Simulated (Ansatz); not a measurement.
# ZnO (zincite, P6_3mc): zone-centre modes under pressure

Wanted: Grüneisen parameters and pressure coefficients of the modes of ZnO (zincite, P6_3mc).

Program: Ansatz 0.2.0. Level of theory: DFT LDA, scalar-relativistic, plane waves, PAW; PAW set soft_1. Results are calculated unless marked as measured.

### Step 1. The starting structure

Symmetry: P6_3mc, No. 186, hexagonal system. Conventional cell: a = 3.249 Å, b = 3.249 Å, c = 5.206 Å, α = 90.00°, β = 90.00°, γ = 120.00°. Nearest to O lie 4 Zn at 1.97 to 1.98 Å. Nearest to Zn lie 4 O at 1.97 to 1.98 Å. Farther neighbours and most contacts between anions are not listed.

### Step 2. Bringing the structure to rest

The cell and atoms are relaxed, since residual forces and stress would shift the frequencies.

File input.yaml:

```yaml
crystal:
  lattice:
    - [3.249308, 0.0, 0.0]
    - [-1.624654, 2.8139832727, 0.0]
    - [0.0, 0.0, 5.205709]
  atoms:
    - { symbol: O, position: [0.66666667, 0.33333333, 0.37901] }
    - { symbol: O, position: [0.33333333, 0.66666667, 0.87901] }
    - { symbol: Zn, position: [0.33333333, 0.66666667, 0.5] }
    - { symbol: Zn, position: [0.66666667, 0.33333333, 0.0] }
kpoints:
  mp_grid: { grid: [9, 9, 6] }
hamiltonian:
  xc: lda
  pseudopotentials: { kind: paw, azcp: { folder: soft_1 }, xc_functional: pbe }
scf:
  occupations: { method: gaussian, width: 0.02 }
output:
  forces: true
  stress: true
  eigenvalues: true
  write_density: true
  write_potential: true
  elf: true
  volumetric_format: npy
relax:
  adjacent_minimum: "off"
  f_tol: 0.005
  max_steps: 80
  cell: { stress_tol: 0.05 }
```

Launch:

```console
$ ansatz run input.yaml --threads 8 --pin off --max-ram 16384MiB --backend cpu --events-out ev --progress --plain --runs-dir out
```

Numbers of over 12 decimals in the logs are rounded to 6 here.

Log:

```text
Engine: ansatz 0.2.0, aarch64-unknown-linux-gnu
Pseudopotentials: kind: paw
Pseudopotential: O, paw, valence charge 6, recommended cutoff 420 eV (normal), soft_1/O.paw.azcp
Pseudopotential: Zn, paw, valence charge 12, recommended cutoff 420 eV (normal), soft_1/Zn.paw.azcp
Functional definition: SPW92
  exchange = slater_x
  correlation = pw_c
Crystal: 4 atoms, lattice volume = 47.598 Å³
Basis set: ecut = 420 eV, 941 PW (Γ)
Bands: 22, of which v1, the nominal top of the filled ones, is band 18 counted from 1 (17 counted from 0)
Symmetry: 12 space group operations
Space group: P63mc (ITA 186), of the structure as read, at distance tolerance 3.6e-5 Å
k-points: 48 of 486 (time reversal used)
Non-local potential: O, projectors of the file, l = 0: 2, l = 1: 2, l = 2: 1
Non-local potential: Zn, projectors of the file, l = 0: 2, l = 1: 2, l = 2: 3, l = 3: 1
PAW form: soft (Blöchl's): semilocal exchange-correlation on the pseudo side does not see the compensation charge
PAW frozen core: O, regenerated for the run's functional, and the local potential with it (the file was generated under x = pbe(κ = 0.804, μ = 0.219515), c = pbe(β = 0.066725))
PAW frozen core: Zn, regenerated for the run's functional, and the local potential with it (the file was generated under x = pbe(κ = 0.804, μ = 0.219515), c = pbe(β = 0.066725))
PAW one-centre angular grid: O, 110 points (default); XC on 64 Gauss nodes
PAW one-centre angular grid: Zn, 590 points (default); XC on 64 Gauss nodes
Initial density: superposition of atomic densities (chi_scale 0.1, normalization cell, long waves kept (reshape's long-wave potential 0.00 eV rms))
Initial wavefunctions: pseudopotential atomic-orbital guess
Functional: x = slater, c = lda
SCF iter   1: F=—  HF=-7604.883740 eV  |F-HF|=—  |Δ(HF+E_count)|=         —  Δρ=1.09e-1  dr2=3.07e0  ethr=3.10e-3  ⟨swp⟩=6.1  Hψ=5383  notcnv=0
preconditioner: auto → Resta (q_TF=auto, 2.604 Å⁻¹)  ε∞=6.5  [insulator: Δε(μ)=1.122 eV  Ē_g=13.797 eV  σ=0.020 eV  W_gap=1.00  n_scr=22 (ndim 8)  ℏωp=32.3 eV  f_vac=0.000  D(μ)=0.00/eV (n_scr^D=0)  ε∞_Penn≈6.5]
SCF iter   2: F=—  HF=-7604.017565 eV  |F-HF|=—  |Δ(HF+E_count)|=   8.66e-1  Δρ=2.23e-2  dr2=1.71e-1  ethr=3.10e-3  ⟨swp⟩=2.5  Hψ=2431  notcnv=0
SCF iter   3: F=—  HF=-7603.909531 eV  |F-HF|=—  |Δ(HF+E_count)|=   1.08e-1  Δρ=1.64e-2  dr2=1.14e-1  ethr=4.76e-4  ⟨swp⟩=2.0  Hψ=2400  notcnv=0
SCF iter   4: F=—  HF=-7603.896632 eV  |F-HF|=—  |Δ(HF+E_count)|=   1.29e-2  Δρ=6.98e-3  dr2=1.47e-2  ethr=3.17e-4  ⟨swp⟩=2.1  Hψ=2024  notcnv=0
SCF iter   5: F=—  HF=-7603.902090 eV  |F-HF|=—  |Δ(HF+E_count)|=   5.46e-3  Δρ=1.75e-3  dr2=1.90e-3  ethr=4.07e-5  ⟨swp⟩=2.1  Hψ=2260  notcnv=0
SCF iter   6: F=—  HF=-7603.901849 eV  |F-HF|=—  |Δ(HF+E_count)|=   2.42e-4  Δρ=6.90e-4  dr2=1.60e-4  ethr=5.29e-6  ⟨swp⟩=2.8  Hψ=1957  notcnv=0
SCF iter   7: F=—  HF=-7603.901886 eV  |F-HF|=—  |Δ(HF+E_count)|=   3.74e-5  Δρ=1.57e-4  dr2=5.72e-6  ethr=4.43e-7  ⟨swp⟩=2.4  Hψ=1832  notcnv=0
SCF iter   8: F=—  HF=-7603.901885 eV  |F-HF|=—  |Δ(HF+E_count)|=   4.36e-7  Δρ=1.89e-5  dr2=1.85e-7  ethr=1.59e-8  ⟨swp⟩=2.0  Hψ=1782  notcnv=0
SCF iter   9: F=-7603.901886 eV  HF=-7603.901886 eV  |F-HF|=5.55e-11  |Δ(HF+E_count)|=   4.28e-8  Δρ=2.95e-6  dr2=4.83e-9  ethr=2.78e-10  ⟨swp⟩=8.9  Hψ=7370  notcnv=0
SCF 1 converged in 9 iterations: F = -7603.901886 eV  dr2 = 4.83e-9
  greatest PAW one-centre occupation: 0.988 electrons in one spin orbital (limit 2), on the Zn atom at site 2 (counted from 0), in its partial waves of l = 2
relax step   1: F+E_penalty+E_count = -7603.90188553 eV  Δ(F+E_penalty+E_count) = +0.000e0 eV  max|allowed force component| = 5.162e-2 eV/Å  Δτ_max = 0.0000 Å  P = -7.043 GPa  Ω = 47.598 Å³  (9 SCF iters, dr2 threshold 1.00e-7 eV, accepted)
Crystal: 4 atoms, lattice volume = 46.412 Å³
Initial density: handed on by an earlier stage of this run
Initial wavefunctions: those handed on with the density
iter 1 solved again at ethr=8.46e-6 eV; its pass at ethr=3.10e-3 eV (dr2=3.05e-3 eV) is discarded
SCF iter   1: F=—  HF=-7603.947099 eV  |F-HF|=—  |Δ(HF+E_count)|=         —  Δρ=2.87e-3  dr2=2.95e-3  ethr=8.46e-6  ⟨swp⟩=2.1  Hψ=6618  notcnv=0
preconditioner: auto → Resta (q_TF=auto, 2.615 Å⁻¹)  ε∞=7.6  [insulator: Δε(μ)=0.794 eV  Ē_g=12.755 eV  σ=0.020 eV  W_gap=1.00  n_scr=22 (ndim 8)  ℏωp=32.7 eV  f_vac=0.027  D(μ)=0.00/eV (n_scr^D=0)  ε∞_Penn≈7.6]
SCF iter   2: F=—  HF=-7603.946347 eV  |F-HF|=—  |Δ(HF+E_count)|=   7.52e-4  Δρ=7.40e-4  dr2=2.48e-4  ethr=8.18e-6  ⟨swp⟩=2.0  Hψ=1999  notcnv=0
SCF iter   3: F=—  HF=-7603.946275 eV  |F-HF|=—  |Δ(HF+E_count)|=   7.16e-5  Δρ=4.66e-4  dr2=1.27e-4  ethr=6.89e-7  ⟨swp⟩=2.0  Hψ=1692  notcnv=0
SCF iter   4: F=—  HF=-7603.946253 eV  |F-HF|=—  |Δ(HF+E_count)|=   2.25e-5  Δρ=3.64e-4  dr2=3.03e-5  ethr=3.53e-7  ⟨swp⟩=2.1  Hψ=1806  notcnv=0
SCF iter   5: F=—  HF=-7603.946247 eV  |F-HF|=—  |Δ(HF+E_count)|=   6.02e-6  Δρ=1.08e-4  dr2=3.13e-6  ethr=8.42e-8  ⟨swp⟩=2.0  Hψ=1809  notcnv=0
SCF iter   6: F=-7603.946248 eV  HF=-7603.946248 eV  |F-HF|=8.18e-8  |Δ(HF+E_count)|=   1.18e-6  Δρ=1.69e-5  dr2=8.73e-8  ethr=1.11e-9  ⟨swp⟩=8.0  Hψ=8264  notcnv=0
SCF 2 converged in 6 iterations: F = -7603.946248 eV  dr2 = 8.73e-8
relax step   2: F+E_penalty+E_count = -7603.94624796 eV  Δ(F+E_penalty+E_count) = -4.436e-2 eV  max|allowed force component| = 3.854e-2 eV/Å  Δτ_max = 0.0007 Å  P = -3.473 GPa  Ω = 46.412 Å³  energy of the carried Pulay correction = +4.243e-3 eV  (6 SCF iters, dr2 threshold 4.00e-7 eV, accepted)
Crystal: 4 atoms, lattice volume = 45.306 Å³
Basis set: ecut = 420 eV, 881 PW (Γ)
iter 1 solved again at ethr=8.24e-6 eV; its pass at ethr=3.10e-3 eV (dr2=2.97e-3 eV) is discarded
SCF iter   1: F=—  HF=-7603.962851 eV  |F-HF|=—  |Δ(HF+E_count)|=         —  Δρ=2.88e-3  dr2=2.88e-3  ethr=8.24e-6  ⟨swp⟩=2.1  Hψ=6676  notcnv=0
preconditioner: auto → Resta (q_TF=auto, 2.626 Å⁻¹)  ε∞=7.6  [insulator: Δε(μ)=0.824 eV  Ē_g=12.931 eV  σ=0.020 eV  W_gap=1.00  n_scr=22 (ndim 8)  ℏωp=33.1 eV  f_vac=0.022  D(μ)=0.00/eV (n_scr^D=0)  ε∞_Penn≈7.6]
SCF iter   2: F=—  HF=-7603.962109 eV  |F-HF|=—  |Δ(HF+E_count)|=   7.42e-4  Δρ=7.28e-4  dr2=2.29e-4  ethr=8.00e-6  ⟨swp⟩=2.0  Hψ=1985  notcnv=0
SCF iter   3: F=—  HF=-7603.962044 eV  |F-HF|=—  |Δ(HF+E_count)|=   6.49e-5  Δρ=4.59e-4  dr2=1.16e-4  ethr=6.35e-7  ⟨swp⟩=2.0  Hψ=1702  notcnv=0
SCF iter   4: F=—  HF=-7603.962024 eV  |F-HF|=—  |Δ(HF+E_count)|=   1.96e-5  Δρ=3.60e-4  dr2=2.86e-5  ethr=3.22e-7  ⟨swp⟩=2.0  Hψ=1797  notcnv=0
SCF iter   5: F=—  HF=-7603.962018 eV  |F-HF|=—  |Δ(HF+E_count)|=   6.53e-6  Δρ=1.04e-4  dr2=2.83e-6  ethr=7.96e-8  ⟨swp⟩=2.0  Hψ=1810  notcnv=0
SCF iter   6: F=-7603.962019 eV  HF=-7603.962019 eV  |F-HF|=7.25e-8  |Δ(HF+E_count)|=   1.14e-6  Δρ=1.67e-5  dr2=7.41e-8  ethr=1.11e-9  ⟨swp⟩=8.1  Hψ=8350  notcnv=0
SCF 3 converged in 6 iterations: F = -7603.962019 eV  dr2 = 7.41e-8
relax step   3: F+E_penalty+E_count = -7603.96201871 eV  Δ(F+E_penalty+E_count) = -1.577e-2 eV  max|allowed force component| = 8.614e-4 eV/Å  Δτ_max = 0.0007 Å  P = +0.315 GPa  Ω = 45.306 Å³  energy of the carried Pulay correction = +8.293e-3 eV  (6 SCF iters, dr2 threshold 4.00e-7 eV, accepted)
[...]
relax step   4: F+E_penalty+E_count = -7603.96178457 eV  Δ(F+E_penalty+E_count) = +2.341e-4 eV  max|allowed force component| = 4.838e-4 eV/Å  Δτ_max = 0.0000 Å  P = +0.003 GPa  Ω = 45.392 Å³  energy of the carried Pulay correction = +7.975e-3 eV  (4 SCF iters, dr2 threshold 2.65e-7 eV, accepted)
[...]
relax step   5: F+E_penalty+E_count = -7603.95525011 eV  Δ(F+E_penalty+E_count) = +6.534e-3 eV  max|allowed force component| = 6.843e-4 eV/Å  Δτ_max = 0.0000 Å  P = -0.209 GPa  Ω = 45.392 Å³  stress off target by 2.25e-1 GPa  SCF on the basis re-selected at this cell (its energy is not comparable with the rows above)  (7 SCF iters)
[...]
relax step   6: F+E_penalty+E_count = -7603.95549835 eV  Δ(F+E_penalty+E_count) = -2.482e-4 eV  max|allowed force component| = 3.586e-4 eV/Å  Δτ_max = 0.0001 Å  P = -0.002 GPa  Ω = 45.334 Å³  energy of the carried Pulay correction = +2.095e-4 eV  (4 SCF iters, dr2 threshold 1.26e-7 eV, accepted)
iter 1 solved again at ethr=3.61e-7 eV; its pass at ethr=3.10e-3 eV (dr2=1.30e-4 eV) is discarded
SCF iter   1: F=—  HF=-7603.955352 eV  |F-HF|=—  |Δ(HF+E_count)|=         —  Δρ=2.41e-5  dr2=1.31e-7  ethr=3.61e-7  ⟨swp⟩=3.1  Hψ=8418  notcnv=0
eigensolver tolerance schedule: the retry pair's looser diagonalisation over-reported the residual by 988.67 of it (diagonalisation noise at 0.13 of the residual, at the tolerance the schedule requests for it); recorded, not acted on — ethr = c·dr2/N_el stays at c = 1.0e-1
preconditioner: auto → Resta (q_TF=auto, 2.625 Å⁻¹)  ε∞=7.6  [insulator: Δε(μ)=0.794 eV  Ē_g=12.905 eV  σ=0.020 eV  W_gap=1.00  n_scr=22 (ndim 8)  ℏωp=33.1 eV  f_vac=0.025  D(μ)=0.00/eV (n_scr^D=0)  ε∞_Penn≈7.6]
SCF iter   2: F=—  HF=-7603.955352 eV  |F-HF|=—  |Δ(HF+E_count)|=   2.64e-7  Δρ=9.16e-6  dr2=2.06e-8  ethr=3.65e-10  ⟨swp⟩=2.9  Hψ=2189  notcnv=0
SCF iter   3: F=—  HF=-7603.955352 eV  |F-HF|=—  |Δ(HF+E_count)|=   3.02e-9  Δρ=6.40e-6  dr2=8.83e-9  ethr=5.71e-11  ⟨swp⟩=2.0  Hψ=1771  notcnv=0
SCF iter   4: F=—  HF=-7603.955352 eV  |F-HF|=—  |Δ(HF+E_count)|=   1.26e-9  Δρ=2.60e-6  dr2=2.54e-9  ethr=2.45e-11  ⟨swp⟩=1.4  Hψ=1327  notcnv=0
SCF iter   5: F=—  HF=-7603.955352 eV  |F-HF|=—  |Δ(HF+E_count)|=  1.44e-10  Δρ=1.23e-6  dr2=5.92e-10  ethr=7.07e-12  ⟨swp⟩=1.0  Hψ=1056  notcnv=0
SCF iter   6: F=-7603.955352 eV  HF=-7603.955352 eV  |F-HF|=1.09e-11  |Δ(HF+E_count)|=  6.37e-11  Δρ=2.70e-7  dr2=2.51e-11  ethr=1.00e-12  ⟨swp⟩=5.0  Hψ=6076  notcnv=0
SCF 7 converged in 6 iterations: F = -7603.955352 eV  dr2 = 2.51e-11
relax step   7: F+E_penalty+E_count = -7603.95535228 eV  Δ(F+E_penalty+E_count) = +1.461e-4 eV  max|allowed force component| = 3.470e-4 eV/Å  Δτ_max = 0.0000 Å  P = -0.005 GPa  Ω = 45.334 Å³  stress off target by 9.08e-3 GPa  SCF on the basis re-selected at this cell (its energy is not comparable with the rows above)  (6 SCF iters)
basis re-selected at this cell: Δ(F+E_penalty+E_count) = +1.461e-4 eV, ΔP = -0.003 GPa vs the last step (what re-selecting the basis moved, of the pressure what is left beyond the Pulay correction that the steps carried, after the strain that the cell walked since its last selection, with what the two solves' SCF thresholds leave and, on support functions, any second-order correction that the steps lacked; it is no m [...]
SCF converged after 6 iterations
Free energy (F): -7603.955352 eV
Harris-Foulkes:  -7603.955352 eV  (|F-HF|=1.09e-11)
Internal energy: -7603.955352 eV  (E = F + TS)
E sigma→0 (E₀):  -7603.955352 eV
Fermi energy:    7.884119 eV
--- Per-component energies (eV) ---
  E_band       = 67.938719
  E_kinetic    = 631.685122
  E_local      = -4370.357975  (includes V_loc(G=0)·N_el)
  E_nonlocal   = 1763.223665
  E_hartree    = 1633.789940
  E_xc         = -295.641703
  E_vxc        = -283.482468  (∫ρ·V_xc dr)
  E_paw        = -3958.608713  (= ΣΔE_a)
  E_vpaw       = -940.710517  (= ΣTr[D̂ρ^β])
  E_aug_tail   = 0.001150  (compensation charges beyond the density's cutoff)
  E_ewald      = -3011.354969
  E_core_change = 3.308130  (= ΣΔE_core)
  E_smearing   = -0.000000  (= −TS)
  E_closure    = 0.000000  (closes the sum)
  Σ components = -7603.955352   (vs F -7603.955352, Δ=0.00e0)
--- Forces (eV/Å), atoms counted from 1 ---
  atom   1  O      0.00000000    -0.00000000    -0.00035008
  atom   2  O     -0.00000000     0.00000000    -0.00035008
  atom   3  Zn    -0.00000000    -0.00000000     0.00034386
  atom   4  Zn     0.00000000     0.00000000     0.00034386
  max |Σ_I F_I| component: 1.24e-5 eV/Å
--- Stress (GPa, compression-positive) ---
       -0.009081       0.000000       0.000000
        0.000000      -0.009081       0.000000
        0.000000       0.000000       0.002622
  P = ⅓ Tr σ = -0.0052 GPa (-0.052 kbar)
--- Band table (eV; the first three rows and the last of 48) ---
  k-point 0: bands = [... 14 lower, 6.6272, 7.3796, 7.4870, 7.4870, 8.2809, 12.7707, 15.6760, 20.4732]
  k-point 1: bands = [... 14 lower, 6.6852, 6.8177, 7.4305, 7.4305, 8.9280, 12.5255, 15.8905, 20.4764]
  k-point 2: bands = [... 14 lower, 6.8443, 6.8443, 7.2747, 7.2747, 9.9392, 11.8745, 16.5114, 18.9490]
  k-point 47: bands = [... 14 lower, 4.6038, 4.6038, 6.1142, 6.1142, 15.4053, 15.4053, 15.5625, 15.5625]
--- Relaxed structure (5 steps of the walk, 5 accepted, 2 SCFs on fresh bases) ---
  F+E_penalty+E_count = -7603.95535228 eV   max|allowed force component| = 3.470e-4 eV/Å   (the final SCF, on the basis selected at the relaxed cell)
  cell:  # Å, volume = 45.3345 Å³
    - [3.187455, 0, 0.0]
    - [-1.593727, 2.760417, -1.5243647976123134e-18]
    - [0, -2.819988172343121e-18, 5.152403]
  atoms:
    - { symbol: O, position: [0.666667, 0.333333, 0.378738] }
    - { symbol: O, position: [0.333333, 0.666667, 0.878738] }
    - { symbol: Zn, position: [0.333333, 0.666667, 0.500272] }
    - { symbol: Zn, position: [0.666667, 0.333333, 0.000272441] }
```

Run time: 7.6 s. Hardware: 8 threads of Arm Neoverse V1, shared host; peak memory 0.47 GiB; 53 s of CPU time.

Relaxation path:

```csv
step,energy less that of the first step (eV),largest force component (eV/Å),pressure (GPa),volume (Å³)
1,0.0000,0.0516,-7.04,47.60
2,-0.0444,0.0385,-3.47,46.41
3,-0.0601,0.0009,0.31,45.31
4,-0.0599,0.0005,0.00,45.39
5*,-0.0534,0.0007,-0.21,45.39
6,-0.0536,0.0004,0.00,45.33
7*,-0.0535,0.0003,-0.01,45.33
```

Relaxation steps marked * repeat the geometry before them on a plane-wave basis chosen anew for their cell, so energy and pressure can jump there.

Forces are held to the 12 operations that the run works with; a distortion that breaks them can't arise in this run.

```csv
"conventional cell, symmetrised",before,after,change
a (Å),3.249,3.187,-1.9 %
b (Å),3.249,3.187,-1.9 %
c (Å),5.206,5.152,-1.0 %
volume (Å³/atom),11.90,11.33,-4.8 %
```

Numbers from this step:

```yaml
pressure: -0.005180 GPa
gap_on_the_k_mesh: 0.7939 eV
volume_per_atom: 11.33 Å³
```

Electrostatic potential energy in the ac plane at fractional y = 0.333, with atoms of O and Zn within 0.2 Å of it. With pseudopotentials it is smooth inside the atoms' cores, unlike the true potential.

Ten even steps from '_' (-52 eV) to '@' (12 eV):
```
@@@@@@@@@@@@%%++::________..==##
@@@@@@@@@@@@%%**--..____..--++%%
@@@@@@@@@@@@@@%%++==--::--++##@@
@@@@@@@@@@@@@@@@%%****++**##@@@@
@@@@@@@@@@@@@@@@@@@@%%%%%%@@@@@@
@@@@@@@@@@@@@@@@@@@@@@@@@@@@@@@@
@@@@@@@@@@@@@@@@@@@@@@@@@@@@@@@@
@@@@@@@@@@@@@@@@@@@@@@@@@@@@@@@@
@@@@@@@@@@@@@@@@@@@@@@@@@@@@@@@@
@@@@@@@@@@@@@@@@@@@@@@@@@@@@@@@@
@@@@%%%%%%@@@@@@@@@@@@@@@@@@@@@@
@@%%%%##%%%%@@@@@@@@@@@@@@@@@@@@
@@%%####%%%%@@@@@@%%****##@@@@@@
@@%%%%##%%%%@@@@##==----==**@@@@
@@@@%%%%%%@@@@%%++--::::--==##@@
@@@@@@@@@@@@@@%%==--....::==##@@
@@@@@@@@@@@@@@%%++--::..--==##@@
@@@@@@@@@@@@@@@@**==------++%%@@
@@@@@@@@@@@@@@@@@@**++++**%%@@@@
@@@@@@@@@@@@@@@@@@@@%%%%@@@@@@@@
@@@@@@@@@@@@@@@@@@@@%%%%%%@@@@@@
@@@@@@@@@@@@@@@@%%****++**##@@@@
@@@@@@@@@@@@@@%%++==--::--++##@@
@@@@@@@@@@@@%%**--..____..--++%%
@@@@@@@@@@@@%%++::________..==##
@@@@@@@@@@@@##==..__________--**
```
Columns run along a (3.2 Å; values clipped at the 3rd and 97th percentile), rows up along c (5.2 Å). Atoms in or near the plane, at fractional coordinates: O at (0.67, 0.38), Zn at (0.67, 0.00).

ELF in the ac plane at fractional y = 0.333, with atoms of O and Zn within 0.2 Å of it. It is the smooth field of the valence electrons, not physical close to the nuclei.

Ten even steps from '0' (0.00) to '9' (0.83):
```
2355421100000011
2566532100000011
3577642111001111
3666642111111112
3566542111221112
2444432111111111
1223221000000001
1111110000000000
1111110000000000
1111111111221111
1122111234554321
1122111357887642
1111112589999863
2111113799989984
2111125898668996
3111126997436997
3111136998557997
3110125899889996
2100124799999975
1000012467887653
1000001222332221
1000001111111111
1100011111000111
1111111110000011
1122211100000011
1244321100000011
```
Columns run along a (3.2 Å), rows up along c (5.2 Å). Atoms in or near the plane, at fractional coordinates: O at (0.67, 0.38), Zn at (0.67, 0.00).

Valence density in the ac plane at fractional y = 0.333, with atoms of O and Zn within 0.2 Å of it. It is the smooth field of the valence electrons, not physical close to the nuclei.

Values in e/Å³, 22 rows by 16 columns, each cell a mean:
```
 0  0  0  0  0  0  0  1  2  9 21 23 12  4  1  1
 0  0  0  0  0  0  0  1  1  3  6  6  4  1  1  0
 0  0  0  0  0  0  0  0  1  1  1  1  1  1  0  0
 0  0  0  0  0  0  0  0  0  0  0  0  0  0  0  0
 0  0  0  0  0  0  0  0  0  0  0  0  0  0  0  0
 0  0  0  0  0  0  0  0  0  0  0  0  0  0  0  0
 0  0  0  0  0  0  0  0  0  0  0  0  0  0  0  0
 0  0  0  0  0  0  0  0  0  0  0  0  0  0  0  0
 0  0  0  0  0  0  0  0  0  0  0  0  0  0  0  0
 0  0  0  0  0  0  0  0  0  0  0  1  0  0  0  0
 0  0  0  0  0  0  0  0  1  1  1  1  1  1  0  0
 0  0  0  0  0  0  0  1  1  3  4  4  3  2  1  1
 0  0  0  0  0  0  0  1  2  5  7  7  5  3  1  1
 0  0  0  0  0  0  0  1  2  5  7  8  6  3  1  1
 0  0  0  0  0  0  0  1  2  4  5  6  4  2  1  0
 0  0  0  0  0  0  0  1  1  2  3  3  2  1  1  0
 0  0  0  0  0  0  0  0  1  1  1  1  1  1  0  0
 0  0  0  0  0  0  0  0  0  1  1  1  1  0  0  0
 0  0  0  0  0  0  0  0  1  1  1  1  1  1  0  0
 0  0  0  0  0  0  0  0  1  2  5  5  3  1  1  0
 0  0  0  0  0  0  0  1  2  8 19 21 11  3  1  0
 0  0  0  0  0  0  0  1  3 14 34 38 19  5  1  1
```
Columns run along a (3.2 Å), rows up along c (5.2 Å). Atoms in or near the plane, at fractional coordinates: O at (0.67, 0.38), Zn at (0.67, 0.00).

In this step the volume went from 11.90 to 11.33 Å³/atom.

### Step 3. Tight relaxation

A first tight relaxation and response on 9×9×6 k points, not shown, drew a warning on the mesh, so the tight relaxation is repeated on 15×15×10 points.

File input.yaml:

```yaml
crystal:
  lattice:
    - [3.1874548007, 0.0, 0.0]
    - [-1.5937274003, 2.7604168308, 0.0]
    - [0.0, 0.0, 5.1524026986]
  atoms:
    - { symbol: O, position: [0.6666666667, 0.3333333333, 0.3787375587] }
    - { symbol: O, position: [0.3333333333, 0.6666666667, 0.8787375587] }
    - { symbol: Zn, position: [0.3333333333, 0.6666666667, 0.5002724413] }
    - { symbol: Zn, position: [0.6666666667, 0.3333333333, 0.0002724413] }
kpoints:
  mp_grid: { grid: [15, 15, 10] }
hamiltonian:
  xc: lda
  pseudopotentials: { kind: paw, azcp: { folder: soft_1 }, xc_functional: pbe }
scf:
  occupations: { method: fixed }
output:
  forces: true
  stress: true
  eigenvalues: true
relax:
  adjacent_minimum: "off"
  f_tol: 0.001
  max_steps: 60
  cell: { stress_tol: 0.01 }
```

Log:

```text
[...]
Crystal: 4 atoms, lattice volume = 45.334 Å³
Basis set: ecut = 420 eV, 881 PW (Γ)
Bands: 22, of which v1, the nominal top of the filled ones, is band 18 counted from 1 (17 counted from 0)
Symmetry: 12 space group operations
[...]
k-points: 162 of 2250 (time reversal used)
[...]
cell:  # Å, volume = 45.3345 Å³
    - [3.187455, -2.886755317072137e-11, 0.0]
    - [-1.593727, 2.760417, 0.0]
    - [0.0, 0.0, 5.1524026986]
  atoms:
    - { symbol: O, position: [0.666667, 0.333333, 0.3787375587] }
    - { symbol: O, position: [0.333333, 0.666667, 0.878738] }
    - { symbol: Zn, position: [0.333333, 0.666667, 0.5002724413] }
    - { symbol: Zn, position: [0.666667, 0.333333, 0.000272441] }
[key lines of the parts left out:]
SCF converged after 7 iterations
Free energy (F): -7603.955567 eV
Fermi energy:    7.486634 eV
P = ⅓ Tr σ = -0.0038 GPa (-0.038 kbar)
```

Elapsed: 6.6 s, on 8 threads; peak memory 0.55 GiB.

Little changed from the start: no atom moved by 0.005 Å and no cell edge by 0.1 %.

Numbers from this step:

```
pressure          : -0.003793 GPa
gap on the k-mesh : 0.7942 eV
```

The largest force component left is 0.36 meV/Å and the pressure is -0.004 GPa, within the tolerances set. The cell now holds 11.33 Å³/atom.

[end of part 1 of 3]

[Logs are printed without paths, hosts, clocks, repeated set-up lines and the standing remarks that a program may print on its own settings, such as how far it seeks lower states.]

[Hosts, paths, dates, database ids (printed as entryN), source tags and the programs' standing remarks are cut or masked in the printed files.]
